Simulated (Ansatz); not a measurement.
# SrLiCO3F (built on the sites of a database entry of RbSrCO3F): from the cell to its phonons, part 2 of 2

Wanted: vibrations and spectra of SrLiCO3F (built on the sites of a database entry of RbSrCO3F); the cell is already relaxed. After the zone centre comes a 2×2×2 q mesh on a 6×6×4 k mesh.

Ansatz 0.2.0; DFT LDA, scalar-relativistic, plane waves, PAW.

So far. Step 2 (Modes at Γ): Before it was imposed, the acoustic sum rule was missed by 5.7e-5 eV/Å² and the charge sum rule by 0.011 e. Small misses are needed for a sound result but don't prove that mesh and cutoff are converged. The lowest optical mode is imaginary, 280.1i cm⁻¹, so the energy falls along it.

The structure was built from a prototype and need not be the compound's stable phase.

**3. Response at finite wavevector**

Stability and thermal properties need the whole zone. Linear response on a 2×2×2 q mesh gives force constants as far as a supercell of that size would, and the tensors from the zone-centre run are typed in so that the long-range dipole term is interpolated apart.

input.yaml reads:

```yaml
crystal:
  lattice:
    - [5.0695735358, 0.0, 0.0]
    - [-2.5347867679, 4.3903794684, 0.0]
    - [0.0, 0.0, 4.482625027]
  atoms:
    - { symbol: Li, position: [0.3333333333, 0.6666666667, 0.0] }
    - { symbol: Sr, position: [0.6666666667, 0.3333333333, 0.5] }
    - { symbol: C, position: [0.0, 0.0, 0.5] }
    - { symbol: O, position: [0.1465790464, 0.2931580929, 0.5] }
    - { symbol: O, position: [0.1465790464, 0.8534209536, 0.5] }
    - { symbol: O, position: [0.7068419071, 0.8534209536, 0.5] }
    - { symbol: F, position: [0.6666666667, 0.3333333333, 0.0] }
kpoints:
  mp_grid: { grid: [6, 6, 4] }
hamiltonian:
  xc: lda
scf:
  occupations: { method: fixed }
output:
  eigenvalues: true
phonons:
  method: dfpt
  qmesh: [2, 2, 2]
  temperatures: { t_max: 1000, t_step: 50 }
  qpath:
    path:
      - [[0.0, 0.0, 0.0], [0.5, 0.0, 0.0], [0.33333333, 0.33333333, 0.0], [0.0, 0.0, 0.0], [0.0, 0.0, 0.5], [0.5, 0.0, 0.5], [0.33333333, 0.33333333, 0.5], [0.0, 0.0, 0.5]]
      - [[0.5, 0.0, 0.5], [0.5, 0.0, 0.0]]
      - [[0.33333333, 0.33333333, 0.5], [0.33333333, 0.33333333, 0.0]]
    npoints: 10
  non_analytic_term:
    high_frequency_dielectric_tensor: [[2.5349, 0.0, 0.0], [0.0, 2.5349, 0.0], [0.0, 0.0, 2.1246]]
    born_effective_charges:
      - { species: Li, tensor: [[1.2696, 0.0, 0.0], [0.0, 1.2696, 0.0], [0.0, 0.0, 1.3251]] }
      - { species: Sr, tensor: [[2.3552, 0.0, 0.0], [0.0, 2.3552, 0.0], [0.0, 0.0, 2.3542]] }
      - { species: C, tensor: [[2.9002, 0.0, 0.0], [0.0, 2.9002, 0.0], [0.0, 0.0, 0.1098]] }
      - { species: O, tensor: [[-1.4776, 0.0, 0.0], [0.0, -2.2949, 0.0], [0.0, 0.0, -0.6206]] }
      - { species: O, tensor: [[-2.0905, 0.3539, 0.0], [0.3539, -1.6819, 0.0], [0.0, 0.0, -0.6206]] }
      - { species: O, tensor: [[-2.0905, -0.3539, 0.0], [-0.3539, -1.6819, 0.0], [0.0, 0.0, -0.6206]] }
      - { species: F, tensor: [[-0.8664, 0.0, 0.0], [0.0, -0.8664, 0.0], [0.0, 0.0, -1.9273]] }
    source: "zone-centre run at this cell"
```

The run is started by

```sh
$ ansatz run input.yaml --threads 8 --pin off --max-ram 14336MiB --backend cpu --events-out ev --progress --plain --runs-dir out
```

Numbers of over 12 decimals in the logs are rounded to 6 here.

The program printed:

```text
Warning: phonons: the dynamical matrix that this run interpolates holds no multipole term above the dipole-dipole one, and a site of this crystal is no centre of inversion, so its interpolated transverse optical and acoustic branches and sound speeds can stay off near Gamma, and the density of states and the thermodynamics with them. What a run solves at a wave vector of phonons.qpoints, Gamma apart, where the deck admits one, is free of this, and under fd what a larger phonons.supercell samples
[...]
Crystal: 7 atoms, lattice volume = 99.771 Å³
Basis set: ecut = 420 eV, 1977 PW (Γ), exchange–correlation on 72×72×60 points (8 copies of the dense FFT grid, shifted against one another)
Bands: 28, of which v1, the nominal top of the filled ones, is band 21 counted from 1 (20 counted from 0)
Symmetry: 12 space group operations
k-points: 21 of 144 (time reversal used)
[...]
SCF iter   1: F=—  HF=-6354.101473 eV  |F-HF|=—  |Δ(HF+E_count)|=         —  Δρ=1.32e-2  dr2=1.47e-1  ethr=1.77e-3  ⟨swp⟩=5.3  Hψ=2652  notcnv=0  defer=78
[...]
SCF iter  11: F=-6354.054484 eV  HF=-6354.054484 eV  |F-HF|=9.09e-13  |Δ(HF+E_count)|=  1.09e-11  Δρ=4.90e-8  dr2=2.82e-12  ethr=1.00e-12  ⟨swp⟩=15.6  Hψ=4157  notcnv=0
SCF 1 converged in 11 iterations: F = -6354.054484 eV  dr2 = 2.82e-12
[...]
NSCF: frozen V_eff on 21 k-points
[...]
DFPT response loops at q = (0, 0, 0) (fractional): preconditioner auto → none (the input reference at scf.mixing.eps_inf says where Resta's filter doesn't serve); β = 0.50; Broyden in place of MSR1
[...]
SCF converged after 11 iterations
Free energy (F): -6354.054484 eV
[...]
Internal energy: -6354.054484 eV  (E = F + TS)
E sigma→0 (E₀):  -6354.054484 eV
Fermi energy:    3.025433 eV
[...]
--- Band table (eV; the first three rows and the last of 21) ---
  k-point 0: bands = [... 17 lower, 1.6187, 1.8579, 1.8579, 3.0209, 6.4565, 8.0665, 10.2833, 10.2833, ... 3 higher]
  k-point 1: bands = [... 17 lower, 1.5324, 1.8602, 1.8602, 3.0230, 6.9418, 8.2348, 10.3097, 10.3097, ... 3 higher]
  k-point 2: bands = [... 17 lower, 1.4508, 1.8621, 1.8621, 3.0254, 7.1930, 9.3173, 10.0295, 10.4046, ... 3 higher]
  k-point 20: bands = [... 17 lower, 1.2606, 1.2892, 1.4383, 2.2732, 8.6537, 9.7228, 9.9032, 9.9887, ... 3 higher]
--- Phonons (Γ-DFPT): 11 representative perturbations + reference (Σ response iterations 35) ---
  ASR residual: 5.055e-5 → 0.000e0 eV/Å²; symmetrization residual: 1.071e-6 eV/Å²
  ASR residual per site (eV/Å²): 3.39e-6 4.17e-5 1.44e-5 1.44e-5 1.29e-5 1.29e-5 5.06e-5
[...]
--- Phonons (arbitrary-q DFPT): 4 irreducible q on the 2×2×2 mesh ---
  q = [0.0000, 0.0000, 0.0000] (star 1, of the zone-centre solve; hermiticity 3.11e-8, symmetrization 9.47e-10): -280.09 -178.74 -178.74 -78.07 -78.07 -0.00 0.00 0.00 107.41 107.41 148.73 232.71 232.71 276.72 479.86 695.78 695.78 852.73 1066.84 1435.29 1435.29
  q = [0.0000, 0.0000, -0.5000] (star 1, 11 solved perturbations in 357 linear systems a pass and spin channel, the states on 39 of 144 k-point pairs; hermiticity 2.34e-8, symmetrization 5.53e-10): -216.13 -216.13 -61.64 -61.64 -33.20 32.74 32.74 69.97 176.48 176.48 231.17 231.17 259.71 276.71 536.24 695.52 695.52 857.96 1066.72 1425.19 1425.19
[...]
sum rule: each row above includes the acoustic sum rule's correction from the zone centre's row sums; it moved no ω² by more than (0.85 cm⁻¹)²
  mesh force constants: q→R imaginary residual 3.02e-17; ASR residual 5.055e-5 → 0.000e0 eV/Å²; symmetrization residual 2.842e-14 eV/Å²
  interpolated dispersion: 94 rows × 21 modes
  density of states and harmonic sums: on the 14×14×14 q-mesh, interpolated from the force constants of a 2×2×2 supercell (with the dipole–dipole term of supplied tensors)
  largest difference from the sums on the solved wave vectors: F 3.57e-2 eV, S 6.82e-5 and C_V 3.17e-5 eV/K
  zero-point energy: 0.523504 eV/cell   skipped modes (ω ≤ 0): 964, of them read as no rigid motion or as one in doubt: 961 (5.002e0 modes/cell left out, lowest -282.06 cm⁻¹)   left out of the sums: 2.38e-1 of the cell's modes: C_V's classical limit lies that fraction below 3 k_B per atom; for a crystal, a wire or a layer, F and S can be off by more, and a phonons.interpolated_qmesh denser along its periods is the remedy for the sampling
```

Wall time 70 s (8 threads of Arm Neoverse V2, shared host); peak memory 0.84 GiB; 8.8 min of CPU time.

This step gave:

```yaml
sum_rule_residual_before_enforcement: 5.06e-5 eV/Å²
lowest_frequency_on_the_path: -282.1 cm⁻¹
highest_frequency_on_the_path_or_at_a_solved_wavevector: 1517 cm⁻¹
lowest_mode_on_the_q_mesh_acoustic_modes_at_gamma_apart: -281.8 cm⁻¹
```

Frequencies (cm⁻¹) solved at each irreducible wavevector; negative means imaginary. Frequencies by wavevector, by row:

```csv
q in reciprocal lattice units,star,mode 1,mode 2,mode 3,mode 4,mode 19,mode 20,mode 21
0 0 0,1,-280.1,-178.7,-178.7,-78.1,1067,1435,1435
0 0 -0.5,1,-216.1,-216.1,-61.6,-61.6,1067,1425,1425
0 -0.5 0,3,-281.8,-199.6,-132.3,-104.2,1060,1425,1512
0 -0.5 -0.5,3,-242.3,-216.2,-196.6,-137.3,1059,1416,1476
```

Interpolated from a 2×2×2 q mesh, rough between the solved points, with the LO-TO term (at Γ the limit along the path; where Γ stands inside the path, tables give the limit on arrival). Phonon branches along the path, in cm⁻¹:

```
    point  branch 1  branch 2  branch 3  branch 4  branch 18  branch 19  branch 20  branch 21
        Γ      -280      -179       -88       -78        853       1067       1435       1517
  halfway      -281      -192      -111       -93        852       1063       1430       1515
        M      -282      -200      -132      -104        852       1060       1425       1512
  halfway      -282      -202      -113      -103        852       1059       1437       1501
        K      -282      -204      -103       -87        852       1058       1452       1486
  halfway      -281      -194      -104       -95        852       1062       1433       1511
        Γ      -280      -179       -88       -78        853       1067       1435       1517
  halfway      -201      -201      -112       -75        857       1067       1430       1430
        A      -216      -216       -62       -62        858       1067       1425       1425
  halfway      -216      -204      -189      -113        857       1062       1420       1455
        L      -242      -216      -197      -137        856       1059       1416       1476
  halfway      -247      -214      -200      -137        856       1059       1423       1470
        H      -253      -209      -205      -136        856       1059       1432       1462
  halfway      -216      -206      -202      -120        857       1061       1422       1459
        A      -216      -216       -62       -62        858       1067       1425       1425
jump to L      -242      -216      -197      -137        856       1059       1416       1476
  halfway      -264      -207      -167      -118        854       1059       1420       1493
        M      -282      -200      -132      -104        852       1060       1425       1512
jump to H      -253      -209      -205      -136        856       1059       1432       1462
  halfway      -268      -205      -170      -126        854       1058       1442       1474
        K      -282      -204      -103       -87        852       1058       1452       1486
```

Tetrahedra on a 14×14×14 mesh, mean over bins of 20 cm-1. Interpolated from a 2×2×2 q mesh, rough between the solved points. The phonon density of states by wavenumber; read off at these points:

wavenumber (cm⁻¹), phonon density of states (1/cm⁻¹/cell) and a bar:
```
     -290     0.0043 ##
     -230     0.0069 ###
     -170     0.0092 #####
     -110     0.0470 ########################
      -30     0.0000 
       30     0.0024 #
       90     0.0310 ################
      150     0.0484 ########################
      210     0.0234 ############
      230     0.0595 ##############################
      270     0.0428 ######################
      330     0.0000 
      410     0.0000 
      470     0.0021 #
      530     0.0053 ###
      590     0.0000 
      650     0.0000 
      710     0.0557 ############################
      770     0.0000 
      830     0.0000 
      850     0.0498 #########################
      910     0.0000 
      970     0.0000 
     1030     0.0000 
     1090     0.0000 
     1150     0.0000 
     1210     0.0000 
     1270     0.0000 
     1350     0.0000 
     1410     0.0043 ##
     1470     0.0179 #########
     1530     0.0000
```

The partial phonon density of states has structure finer than the step of the table below, so its rows give means over 100 cm⁻¹, whole bins alone (the curve runs from -292 to 1572 cm⁻¹). Peaks (cm⁻¹: height): C 235.5: 0.0047, 704.5: 0.00316, 856.9: 0.0228, 1431.4: 0.0209; F -198.3: 0.00848, -116.2: 0.0195, 165.2: 0.0057, 505.2: 0.0170; Li -210.0: 0.0196, 165.2: 0.00936; O -104.5: 0.0163, 294.2: 0.0265, 704.5: 0.0497, 1056.2: 0.0279; Sr 153.5: 0.0160, 235.5: 0.0131.

Phonopy on the run's constants, 13x13x13 mesh, Gaussian sigma 13.3 cm-1. Interpolated from a 2×2×2 q mesh, rough between the solved points. Table of partial phonon density of states by wavenumber; means over each step; values in 1/cm⁻¹/cell:

```csv
wavenumber (cm⁻¹),C,F,Li,O,Sr
-200,3.6e-4,0.00391,0.0116,0.00409,3.1e-4
-100,9.1e-4,0.0106,0.00187,0.0102,1.8e-4
0,1.1e-4,2.2e-4,1.2e-4,7.0e-4,9.7e-4
100,0.00116,0.00216,0.00294,0.00864,0.0129
200,0.00202,0.00367,0.00693,0.0134,0.0106
300,0.00175,3.0e-4,0.00166,0.0158,0.00406
400,2.8e-7,4.1e-5,4.2e-7,1.8e-5,9.0e-6
500,3.8e-5,0.00885,5.4e-5,4.5e-5,8.3e-4
600,6.2e-7,1.1e-4,1.9e-6,9.0e-6,6.2e-6
700,0.00119,3.3e-5,7.0e-6,0.0187,1.4e-5
800,0.00301,7.0e-8,1.1e-6,8.7e-4,0
900,0.00481,0,1.3e-6,0.00134,0
1000,2.8e-7,0,0,0.00243,0
1100,2.1e-6,0,0,0.00757,0
1200,0,0,0,0,0
1300,0,0,0,0,0
1400,0.00750,0,1.1e-5,0.00266,3.6e-6
1500,0.00706,4.7e-6,1.7e-5,0.00273,6.9e-6
```

Symmetry leaves 4 wavevectors to solve. The lowest mode among them, the acoustic zeros apart, lies at q = (0, -0.5, 0) and is imaginary, 281.8i cm⁻¹, so the energy falls along it.

**4. Isotope substitution, element C, natural mass 12.011 amu**

An isotope changes the mass and not the force constants, so no new electronic calculation is needed; the shifts show which modes move this element.

The same force constants with the mass of C changed from 12.011 to 13.003 u (phonopy, no LO-TO term). Both lists are sorted by frequency; levels can cross, so a row need not hold one and the same mode. Modes under 3 cm⁻¹ are left out. Isotope shifts, by row, the first 40 of 60 rows:

| q | rank | natural mass (cm⁻¹) | changed mass (cm⁻¹) |
| --- | --- | --- | --- |
| 0 0 0 | 1 | -280.1 | -279.7 |
| 0 0 0 | 2 | -178.7 | -178.7 |
| 0 0 0 | 3 | -178.7 | -178.7 |
| 0 0 0 | 4 | -78.07 | -78.07 |
| 0 0 0 | 5 | -78.07 | -78.07 |
| 0 0 0 | 9 | 107.4 | 107.4 |
| 0 0 0 | 10 | 107.4 | 107.4 |
| 0 0 0 | 11 | 148.7 | 148.1 |
| 0 0 0 | 12 | 232.7 | 231.6 |
| 0 0 0 | 13 | 232.7 | 231.6 |
| 0 0 0 | 14 | 276.7 | 276.7 |
| 0 0 0 | 15 | 479.9 | 479.9 |
| 0 0 0 | 16 | 695.8 | 694 |
| 0 0 0 | 17 | 695.8 | 694 |
| 0 0 0 | 18 | 852.7 | 826.7 |
| 0 0 0 | 19 | 1067 | 1067 |
| 0 0 0 | 20 | 1435 | 1394 |
| 0 0 0 | 21 | 1435 | 1394 |
| 0 0 -0.5 | 1 | -216.1 | -216.1 |
| 0 0 -0.5 | 2 | -216.1 | -216.1 |
| 0 0 -0.5 | 3 | -61.64 | -61.64 |
| 0 0 -0.5 | 4 | -61.64 | -61.64 |
| 0 0 -0.5 | 5 | -33.2 | -33.2 |
| 0 0 -0.5 | 6 | 32.74 | 32.64 |
| 0 0 -0.5 | 7 | 32.74 | 32.64 |
| 0 0 -0.5 | 8 | 69.97 | 69.4 |
| 0 0 -0.5 | 9 | 176.5 | 176.5 |
| 0 0 -0.5 | 10 | 176.5 | 176.5 |
| 0 0 -0.5 | 11 | 231.2 | 230.1 |
| 0 0 -0.5 | 12 | 231.2 | 230.1 |
| 0 0 -0.5 | 13 | 259.7 | 259.5 |
| 0 0 -0.5 | 14 | 276.7 | 276.7 |
| 0 0 -0.5 | 15 | 536.2 | 536.2 |
| 0 0 -0.5 | 16 | 695.5 | 693.7 |
| 0 0 -0.5 | 17 | 695.5 | 693.7 |
| 0 0 -0.5 | 18 | 858 | 832.1 |
| 0 0 -0.5 | 19 | 1067 | 1067 |
| 0 0 -0.5 | 20 | 1425 | 1384 |
| 0 0 -0.5 | 21 | 1425 | 1384 |
| 0 -0.5 0 | 1 | -281.8 | -281.7 |

A mode of this element alone would shift by -3.89 %. The highest zone-centre frequency without the field goes from 1435.3 to 1394.2 cm⁻¹ (-2.9 %).

**5. Isotope substitution, element Li, natural mass 6.94 amu**

The same for Li, from 6.94 to 6.02 u.

The same force constants with the mass of Li changed from 6.940 to 6.015 u (phonopy, no LO-TO term). Both lists are sorted by frequency; levels can cross, so a row need not hold one and the same mode. Modes under 3 cm⁻¹ are left out. Isotope shifts, by row, the first 40 of 60 rows:

```csv
q,rank,natural mass (cm⁻¹),changed mass (cm⁻¹)
0 0 0,1,-280.1,-297.1
0 0 0,2,-178.7,-185.3
0 0 0,3,-178.7,-185.3
0 0 0,4,-78.07,-78.07
0 0 0,5,-78.07,-78.07
0 0 0,9,107.4,110.9
0 0 0,10,107.4,110.9
0 0 0,11,148.7,150.2
0 0 0,12,232.7,232.8
0 0 0,13,232.7,232.8
0 0 0,14,276.7,276.7
0 0 0,15,479.9,479.9
0 0 0,16,695.8,695.8
0 0 0,17,695.8,695.8
0 0 0,18,852.7,852.7
0 0 0,19,1067,1067
0 0 0,20,1435,1435
0 0 0,21,1435,1435
0 0 -0.5,1,-216.1,-224.7
0 0 -0.5,2,-216.1,-224.7
0 0 -0.5,3,-61.64,-61.66
0 0 -0.5,4,-61.64,-61.66
0 0 -0.5,5,-33.2,-35.59
0 0 -0.5,6,32.74,32.74
0 0 -0.5,7,32.74,32.74
0 0 -0.5,8,69.97,69.97
0 0 -0.5,9,176.5,182.2
0 0 -0.5,10,176.5,182.2
0 0 -0.5,11,231.2,231.2
0 0 -0.5,12,231.2,231.2
0 0 -0.5,13,259.7,259.7
0 0 -0.5,14,276.7,276.7
0 0 -0.5,15,536.2,537.3
0 0 -0.5,16,695.5,695.5
0 0 -0.5,17,695.5,695.5
0 0 -0.5,18,858,858
0 0 -0.5,19,1067,1067
0 0 -0.5,20,1425,1425
0 0 -0.5,21,1425,1425
0 -0.5 0,1,-281.8,-299
```

A mode of this element alone would shift by +7.41 %. The highest zone-centre frequency without the field goes from 1435.3 to 1435.5 cm⁻¹ (+0.0 %).

**6. Another isotope, element O, natural mass 15.999 amu**

The same for O, from 16.00 to 18.00 u.

A mode of this element alone would shift by -5.72 %. The highest zone-centre frequency without the field goes from 1435.3 to 1414.7 cm⁻¹ (-1.4 %).

**7. Isotope substitution, element Sr, natural mass 87.62 amu**

The same for Sr, from 87.62 to 85.91 u.

The same force constants with the mass of Sr changed from 87.620 to 85.909 u (phonopy, no LO-TO term). Both lists are sorted by frequency; levels can cross, so a row need not hold one and the same mode. Modes under 3 cm⁻¹ are left out. Isotope shifts, by row, the first 40 of 60 rows:

```
       q  rank  natural mass (cm⁻¹)  changed mass (cm⁻¹)
   0 0 0     1               -280.1               -280.1
   0 0 0     2               -178.7               -178.8
   0 0 0     3               -178.7               -178.8
   0 0 0     4               -78.07               -78.07
   0 0 0     5               -78.07               -78.07
   0 0 0     9                107.4                107.5
   0 0 0    10                107.4                107.5
   0 0 0    11                148.7                149.2
   0 0 0    12                232.7                233.7
   0 0 0    13                232.7                233.7
   0 0 0    14                276.7                276.7
   0 0 0    15                479.9                480.6
   0 0 0    16                695.8                695.8
   0 0 0    17                695.8                695.8
   0 0 0    18                852.7                852.7
   0 0 0    19                 1067                 1067
   0 0 0    20                 1435                 1435
   0 0 0    21                 1435                 1435
0 0 -0.5     1               -216.1               -216.1
0 0 -0.5     2               -216.1               -216.1
0 0 -0.5     3               -61.64               -61.64
0 0 -0.5     4               -61.64               -61.64
0 0 -0.5     5                -33.2                -33.2
0 0 -0.5     6                32.74                32.93
0 0 -0.5     7                32.74                32.93
0 0 -0.5     8                69.97                70.02
0 0 -0.5     9                176.5                176.5
0 0 -0.5    10                176.5                176.5
0 0 -0.5    11                231.2                232.1
0 0 -0.5    12                231.2                232.1
0 0 -0.5    13                259.7                262.1
0 0 -0.5    14                276.7                276.7
0 0 -0.5    15                536.2                536.2
0 0 -0.5    16                695.5                695.5
0 0 -0.5    17                695.5                695.5
0 0 -0.5    18                  858                  858
0 0 -0.5    19                 1067                 1067
0 0 -0.5    20                 1425                 1425
0 0 -0.5    21                 1425                 1425
0 -0.5 0     1               -281.8               -281.8
```

A mode of this element alone would shift by +0.99 %. The highest zone-centre frequency without the field goes from 1435.3 to 1435.3 cm⁻¹ (+0.0 %).

**8. Results**

```json
{
  "space group (within 0.01 Å)": "P-6m2",
  "volume per atom": "14.3 Å³",
  "gap on the k-mesh": "3.43 eV",
  "highest optical mode at the zone centre (no LO-TO term)": "1435 cm⁻¹",
  "top of the zone-centre spectrum with the field": "1517 cm⁻¹",
  "lowest optical zone-centre mode": "-280 cm⁻¹",
  "mean high-frequency dielectric constant": "2.40",
  "largest Born charge (third of the trace)": "2.35 e",
  "lowest mode on the q mesh (acoustic modes at Γ apart)": "-282 cm⁻¹",
  "highest frequency on the path or at a solved wavevector": "1517 cm⁻¹",
  "imaginary modes on the 2×2×2 q mesh": "yes"
}
```

**Reading.** Modes are clearly imaginary (beyond 10i cm⁻¹) at 4 of the 4 irreducible wavevectors, most at q = (0, -0.5, 0) (281.8i cm⁻¹), so this structure is not a minimum of the energy. Without the field, the optical modes at Γ span -280 to 1435 cm⁻¹ (negative means imaginary). The highest mode in this list at Γ, 1435.3 cm⁻¹, is mostly motion of C (74 % of the kinetic energy). With the macroscopic field of the longitudinal modes the top of the zone-centre spectrum lies at 1517 cm⁻¹, against 1435 cm⁻¹ without it. Among the real modes, the strongest infrared line is at 1435 cm⁻¹. The q mesh stands for a supercell only 9.0 Å across, so branches between the solved wavevectors are rough. The program warns that the interpolation holds no quadrupole term, so branches close to Γ can be off in this crystal. The starting cell was built on a prototype and not taken from a measurement, so the phase need not exist. These are harmonic frequencies at zero temperature: anharmonic shifts, linewidths and thermal expansion are left out.

[Logs are printed without paths, hosts, clocks, repeated set-up lines and the standing remarks that a program may print on its own settings, such as how far it seeks lower states.]

[Hosts, paths, dates, database ids (printed as entryN), source tags and the programs' standing remarks are cut or masked in the printed files.]
